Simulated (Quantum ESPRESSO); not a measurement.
# Magnetic state of LiFeP from several starts, part 2 of 2

Wanted: the moments of LiFeP and the energy of each order that was tried.

Quantum ESPRESSO 7.5; LDA; plane waves with GBRV 1.5 LDA potentials, no spin-orbit coupling.

So far: The starting structure; Run 1 (ferro ++).

## Step 3: Run 2, typed as antiferro +−

Input file pw.in:

```
&CONTROL
  calculation = 'scf'
  prefix = 'pwscf'
  outdir = './tmp'
  pseudo_dir = './pseudo'
  disk_io = 'nowf'
/
&SYSTEM
  ibrav = 0
  nat = 6
  ntyp = 4
  ecutwfc = 40
  ecutrho = 280
  nbnd = 34
  occupations = 'smearing'
  smearing = 'fd'
  degauss = 0.00734986
  nspin = 2
  starting_magnetization(1) = 0
  starting_magnetization(2) = 0.175
  starting_magnetization(3) = -0.175
  starting_magnetization(4) = 0
/
&ELECTRONS
  conv_thr = 1.2d-08
  electron_maxstep = 150
  mixing_beta = 0.3
/
ATOMIC_SPECIES
Li      6.9400 li_lda_v1.4.uspp.F.UPF
Fe1    55.8450 fe_lda_v1.5.uspp.F.UPF
Fe2    55.8450 fe_lda_v1.5.uspp.F.UPF
P      30.9738 p_lda_v1.5.uspp.F.UPF
CELL_PARAMETERS angstrom
   3.6669254000    0.0000000000    0.0000000000
   0.0000000000    3.6669254000    0.0000000000
   0.0000000000    0.0000000000    5.8293035200
ATOMIC_POSITIONS crystal
Li      0.0000000000    0.5000000000    0.6545373900
Li      0.5000000000    0.0000000000    0.3454626100
Fe1     0.0000000000    0.0000000000    0.0000000000
Fe2     0.5000000000    0.5000000000    0.0000000000
P       0.5000000000    0.0000000000    0.7957892200
P       0.0000000000    0.5000000000    0.2042107800
K_POINTS automatic
8 8 4 0 0 0
```

Launch:

```
> OMP_NUM_THREADS=1 mpirun -n 4 pw.x -nk 4 -in pw.in > pw.out
```

The log of the run:

```text
[banner, memory and clock lines left out]
Program PWSCF v.7.5 starts

     Message from routine setup:
     using ibrav=0 with symmetry is DISCOURAGED, use correct ibrav instead

     bravais-lattice index     =            0
     lattice parameter (alat)  =       6.9295  a.u.
     unit-cell volume          =     528.9534 (a.u.)^3
     number of atoms/cell      =            6
     number of atomic types    =            4
     number of electrons       =        48.00
     number of Kohn-Sham states=           34
     kinetic-energy cutoff     =      40.0000  Ry
     charge density cutoff     =     280.0000  Ry
     scf convergence threshold =      1.2E-08
     mixing beta               =       0.3000
     number of iterations used =            8  plain     mixing
     Exchange-correlation=  SLA  PZ   NOGX NOGC
                           (   1   1   0   0   0   0   0)

     celldm(1)=   6.929485  celldm(2)=   0.000000  celldm(3)=   0.000000
     celldm(4)=   0.000000  celldm(5)=   0.000000  celldm(6)=   0.000000

     crystal axes: (cart. coord. in units of alat)
               a(1) = (   1.000000   0.000000   0.000000 )
               a(2) = (   0.000000   1.000000   0.000000 )
               a(3) = (   0.000000   0.000000   1.589698 )

     reciprocal axes: (cart. coord. in units 2 pi/alat)
               b(1) = (  1.000000  0.000000  0.000000 )
               b(2) = (  0.000000  1.000000  0.000000 )
               b(3) = (  0.000000  0.000000  0.629050 )

     PseudoPot. # 1 for Li read from file:
     li_lda_v1.4.uspp.F.UPF
     Pseudo is Ultrasoft, Zval =  3.0

     PseudoPot. # 2 for Fe read from file:
     fe_lda_v1.5.uspp.F.UPF
     Pseudo is Ultrasoft + core correction, Zval = 16.0

     PseudoPot. # 3 for Fe read from file:
     fe_lda_v1.5.uspp.F.UPF
     Pseudo is Ultrasoft + core correction, Zval = 16.0

     PseudoPot. # 4 for P  read from file:
     p_lda_v1.5.uspp.F.UPF
     Pseudo is Ultrasoft + core correction, Zval =  5.0

     atomic species   valence    mass     pseudopotential
     Li                3.00     6.94000     Li( 1.00)
     Fe1              16.00    55.84500     Fe( 1.00)
     Fe2              16.00    55.84500     Fe( 1.00)
     P                 5.00    30.97380     P ( 1.00)

     Starting magnetic structure
     atomic species   magnetization
     Li              0.000
     Fe1             0.175
     Fe2            -0.175
     P               0.000

      8 Sym. Ops. (no inversion) found

   Cartesian axes

     site n.     atom                  positions (alat units)
         1        Li     tau(   1) = (   0.0000000   0.5000000   1.0405167  )
         2        Li     tau(   2) = (   0.5000000   0.0000000   0.5491812  )
         3        Fe1    tau(   3) = (   0.0000000   0.0000000   0.0000000  )
         4        Fe2    tau(   4) = (   0.5000000   0.5000000   0.0000000  )
         5        P      tau(   5) = (   0.5000000   0.0000000   1.2650644  )
         6        P      tau(   6) = (   0.0000000   0.5000000   0.3246334  )

     number of k points=    45  Fermi-Dirac smearing, width (Ry)=  0.0073
                       cart. coord. in units 2pi/alat
        k(    1) = (   0.0000000   0.0000000   0.0000000), wk =   0.0039062
        k(    2) = (   0.0000000   0.0000000   0.1572626), wk =   0.0078125
        k(    3) = (   0.0000000   0.0000000  -0.3145252), wk =   0.0039062
        k(    4) = (   0.0000000   0.1250000   0.0000000), wk =   0.0156250
        k(    5) = (   0.0000000   0.1250000   0.1572626), wk =   0.0312500
        [... 40 further k-points ...]

     Dense  grid:    42007 G-vectors     FFT dimensions: (  40,  40,  60)

     Smooth grid:    18085 G-vectors     FFT dimensions: (  27,  27,  45)

     Check: negative core charge=   -0.000026
     Generating pointlists ...
     new r_m :   0.2953 (alat units)  2.0463 (a.u.) for type    1
     new r_m :   0.2459 (alat units)  1.7040 (a.u.) for type    2
     new r_m :   0.2459 (alat units)  1.7040 (a.u.) for type    3
     new r_m :   0.2459 (alat units)  1.7040 (a.u.) for type    4

     Initial potential from superposition of free atoms

     starting charge      45.0982, renormalised to      48.0000
     Starting wfcs are   44 randomized atomic wfcs

     Self-consistent Calculation

     iteration #  1     ecut=    40.00 Ry     beta= 0.30
     Davidson diagonalization with overlap
     ethr =  1.00E-02,  avg # of iterations =  3.9

     total energy              =    -554.53988799 Ry
     estimated scf accuracy    <      16.73584903 Ry

     total magnetization       =    -0.01 Bohr mag/cell
     absolute magnetization    =     2.80 Bohr mag/cell

     iteration #  2     ecut=    40.00 Ry     beta= 0.30
     Davidson diagonalization with overlap
     ethr =  1.00E-02,  avg # of iterations =  3.4

     total energy              =    -558.51481473 Ry
     estimated scf accuracy    <      30.90686733 Ry

     total magnetization       =    -0.00 Bohr mag/cell
     absolute magnetization    =     0.45 Bohr mag/cell

     [... further iterations left out ...]

     iteration # 17     ecut=    40.00 Ry     beta= 0.30
     Davidson diagonalization with overlap
     ethr =  7.85E-11,  avg # of iterations =  2.8

     total energy              =    -560.67553563 Ry
     estimated scf accuracy    <       0.00000001 Ry

     total magnetization       =    -0.00 Bohr mag/cell
     absolute magnetization    =     0.00 Bohr mag/cell

     iteration # 18     ecut=    40.00 Ry     beta= 0.30
     Davidson diagonalization with overlap
     ethr =  2.66E-11,  avg # of iterations =  3.1

     Magnetic moment per site  (integrated on atomic sphere of radius R)
     atom   1 (R=0.295)  charge=  2.4477  magn=  0.0000
     atom   2 (R=0.295)  charge=  2.4477  magn=  0.0000
     atom   3 (R=0.246)  charge= 13.9408  magn= -0.0000
     atom   4 (R=0.246)  charge= 13.9408  magn= -0.0001
     atom   5 (R=0.246)  charge=  2.4867  magn=  0.0000
     atom   6 (R=0.246)  charge=  2.4867  magn=  0.0000

     End of self-consistent calculation

     [... lines left out ...]
     the Fermi energy is     9.5906 ev

!    total energy              =    -560.67553564 Ry
     estimated scf accuracy    <          7.4E-10 Ry
     smearing contrib. (-TS)   =      -0.00701870 Ry
     internal energy E=F+TS    =    -560.66851694 Ry

     The total energy is F=E-TS. E is the sum of the following terms:
     one-electron contribution =    -517.68225713 Ry
     hartree contribution      =     273.61934915 Ry
     xc contribution           =     -76.36228191 Ry
     ewald contribution        =    -240.24332704 Ry

     total magnetization       =    -0.00 Bohr mag/cell
     absolute magnetization    =     0.00 Bohr mag/cell

     convergence has been achieved in  18 iterations
```

Elapsed: 62 s, on 4 MPI ranks of Arm Neoverse V1, shared host; peak memory 0.53 GiB; 4.1 min of CPU time.

Spin moment in the atom's sphere by atom:

| atom | spin moment in the atom's sphere (μB) |
| --- | --- |
| Li1 | 0.0000 |
| Li2 | 0.0000 |
| Fe3 | 0.0000 |
| Fe4 | -0.0001 |
| P5 | 0.0000 |
| P6 | 0.0000 |

Read from the output:

| Property | Result |
| --- | --- |
| smearing term TS | 0.09549 eV |
| magnetization | 0 μB |
| absolute magnetization | 0 μB |
| final state | non-magnetic |

## Step 4: Run 3 (no spin polarisation)

Input file pw.in:

```
&CONTROL
  calculation = 'scf'
  prefix = 'pwscf'
  outdir = './tmp'
  pseudo_dir = './pseudo'
  disk_io = 'nowf'
/
&SYSTEM
  ibrav = 0
  nat = 6
  ntyp = 3
  ecutwfc = 40
  ecutrho = 280
  nbnd = 34
  occupations = 'smearing'
  smearing = 'fd'
  degauss = 0.00734986
/
&ELECTRONS
  conv_thr = 1.2d-08
  electron_maxstep = 150
  mixing_beta = 0.3
/
ATOMIC_SPECIES
Li      6.9400 li_lda_v1.4.uspp.F.UPF
Fe     55.8450 fe_lda_v1.5.uspp.F.UPF
P      30.9738 p_lda_v1.5.uspp.F.UPF
CELL_PARAMETERS angstrom
   3.6669254000    0.0000000000    0.0000000000
   0.0000000000    3.6669254000    0.0000000000
   0.0000000000    0.0000000000    5.8293035200
ATOMIC_POSITIONS crystal
Li      0.0000000000    0.5000000000    0.6545373900
Li      0.5000000000    0.0000000000    0.3454626100
Fe      0.0000000000    0.0000000000    0.0000000000
Fe      0.5000000000    0.5000000000    0.0000000000
P       0.5000000000    0.0000000000    0.7957892200
P       0.0000000000    0.5000000000    0.2042107800
K_POINTS automatic
8 8 4 0 0 0
```

The log of the run:

```text
     [... lines left out ...]
Program PWSCF v.7.5 starts
     [... lines left out ...]
     number of atoms/cell      =            6
     [... lines left out ...]
     number of electrons       =        48.00
     number of Kohn-Sham states=           34
     kinetic-energy cutoff     =      40.0000  Ry
     charge density cutoff     =     280.0000  Ry
     scf convergence threshold =      1.2E-08
     [... lines left out ...]
     16 Sym. Ops., with inversion, found ( 8 have fractional translation)
     [... lines left out ...]
     number of k points=    45  Fermi-Dirac smearing, width (Ry)=  0.0073
     [... lines left out ...]
     iteration # 14     ecut=    40.00 Ry     beta= 0.30
     [... lines left out ...]
     the Fermi energy is     9.5905 ev
!    total energy              =    -560.67553563 Ry
     estimated scf accuracy    <          6.8E-09 Ry
     smearing contrib. (-TS)   =      -0.00701845 Ry
     [... lines left out ...]
     convergence has been achieved in  14 iterations
```

The job ended after 26 s (4 MPI ranks; peak memory 0.44 GiB; 1.7 min of CPU time).

Numbers from this step:

- smearing term TS: 0.09549 eV
- final state: non-magnetic (no spin polarisation)

## Step 5: Energies of the orders

An order is kept where moments of 0.15 μB or more survive with the typed signs; meshes match where a doubled cell samples the same k points as the first cell.

Orders:

| start | final state | typed order kept | energy over the lowest (meV a seeded atom) | largest site moment (μB) | net moment (μB a cell of the first run) | mesh matched | CPU time (s) |
| --- | --- | --- | --- | --- | --- | --- | --- |
| ferro ++ | non-magnetic | no | 0 | 0 | 0 | yes | 229.2 |
| antiferro +- | non-magnetic | no | 0 | 0 | 0 | yes | 247.3 |
| no spin polarisation | non-magnetic | - | 0 | 0 | 0 | yes | 103.8 |

## Step 6: Summary of results

| Property | Result |
| --- | --- |
| lowest state found | non-magnetic (from ferro ++, antiferro +- and no spin polarisation) |
| largest site moment | 0 μB |

In words: The lowest state carries no moment, and no start kept one. This is the lowest of 3 collinear or spinless starts, no proof of the ground state. Energies are free energies at an electronic temperature of 1160 K, which lowers moments and differences where the moments are itinerant.

[Logs and program files are shortened in this print: banners, set-up blocks, solver, clock and traceback lines can be left out without a mark of their own.]

[Logs are printed without paths, hosts, clocks, repeated set-up lines and the standing remarks that a program may print on its own settings, such as how far it seeks lower states.]

[Hosts, paths, dates, database ids (printed as entryN), source tags and the programs' standing remarks are cut or masked in the printed files.]

[Where a cell is said to come from a database of computed structures, the database is the Materials Project.]
